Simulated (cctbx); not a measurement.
**Interatomic vectors of TeBr2F2**

Space group P4_2/mnm (no. 136), a = 10.5420 Å, b = 10.5420 Å, c = 4.9180 Å, α = 90.00°, β = 90.00°, γ = 90.00°, content Te4 Br8 F8.

The data are simulated with cctbx, not measured: Ag Kα, λ = 0.56087 Å, to d = 0.77 Å, 70 % of the full sphere, strongest reflection 20000 counts, noise from counting, a 1.5 % proportional error and a noise floor of 4 counts (s.d.); no absorption.

Patterson synthesis, origin scaled to 1000:

```text
Patterson group P 4/m m m
      u       v       w   height  length (A)
  0.000   0.000   0.000   1000.0     0.00
  0.000   0.000   0.500    651.4     2.46
  0.241   0.500   0.500    422.2     6.35
  0.264   0.264   0.500    370.5     4.64
  0.237   0.500   0.000    366.9     5.83
  0.265   0.265   0.000    326.7     3.96
  0.000   0.235   0.000    223.2     2.48
  0.500   0.500   0.500    189.5     7.85
  0.500   0.500   0.000    188.5     7.45
  0.000   0.234   0.500    176.6     3.48
  0.000   0.500   0.500     69.8     5.82
  0.000   0.500   0.000     61.4     5.27
  0.060   0.060   0.145     31.3     1.14
  0.000   0.082   0.153     30.1     1.15
```

Q: Assign the vectors.

A peak at u stands for all pairs with xi − xj = u, with weight Σ ZiZj against Σ Z² = 21264 at the origin. Peak heights follow these weights only roughly, since form factors, motion and series ripples differ, all vectors within 0.55 Å of a peak are counted as merged into it though the farther ones add only part of their weight, and F(000) is left out, which lowers the whole map:

| u | v | w | shortest length (Å) | height | 1000 ΣZiZj/ΣZ² | pairs in the cell |
| --- | --- | --- | --- | --- | --- | --- |
| 0.000 | 0.000 | 0.500 | 2.46 | 651 | 685 | 8 × Te–Br |
| 0.241 | 0.500 | 0.500 | 6.35 | 422 | 503 | 2 × Te–Te, 8 × Br–F, 2 × Br–Br, 4 × F–F |
| 0.264 | 0.264 | 0.500 | 4.64 | 370 | 430 | 4 × Te–Br, 4 × Te–F |
| 0.237 | 0.500 | 0.000 | 5.83 | 367 | 430 | 4 × Te–Br, 4 × Te–F |
| 0.265 | 0.265 | 0.000 | 3.95 | 327 | 367 | 3 × Br–Br, 1 × Te–Te, 4 × Br–F, 2 × F–F |
| 0.000 | 0.235 | 0.000 | 2.48 | 223 | 430 | 4 × Te–Br, 4 × Te–F |
| 0.500 | 0.500 | 0.500 | 7.85 | 190 | 685 | 8 × Te–Br |
| 0.500 | 0.500 | 0.000 | 7.45 | 188 | 461 | 8 × Br–Br |
| 0.000 | 0.234 | 0.500 | 3.48 | 177 | 305 | 4 × Br–Br, 4 × Br–F, 4 × F–F |
| 0.000 | 0.500 | 0.500 | 5.82 | 70 | 176 | 8 × Te–F |

The table stops at ten peaks or at a height of 45, below which ripples compete. In the model behind the data Te, the heaviest element, has 1 independent site: (0.8659, 0.8659, 0), up to an allowed shift of origin; the Te–Te vectors are differences of these positions and their symmetry mates. The whole model:

| atom | mult. | x | y | z | Ueq (Å²) |
| --- | --- | --- | --- | --- | --- |
| Te1 | 4 | 0.8659 | 0.8659 | 0 | 0.0037 |
| Br1 | 4 | 0.6303 | 0.3697 | 0 | 0.0063 |
| Br2 | 4 | 0.8970 | 0.1030 | 0 | 0.0039 |
| F1 | 8 | 0.6526 | 0.8866 | 0 | 0.0067 |

The model was made for the exercise: a known structure type with other elements put in, its volume estimated, not relaxed; displacement parameters are assumed.

[Logs are printed without paths, hosts, clocks, repeated set-up lines and the standing remarks that a program may print on its own settings, such as how far it seeks lower states.]
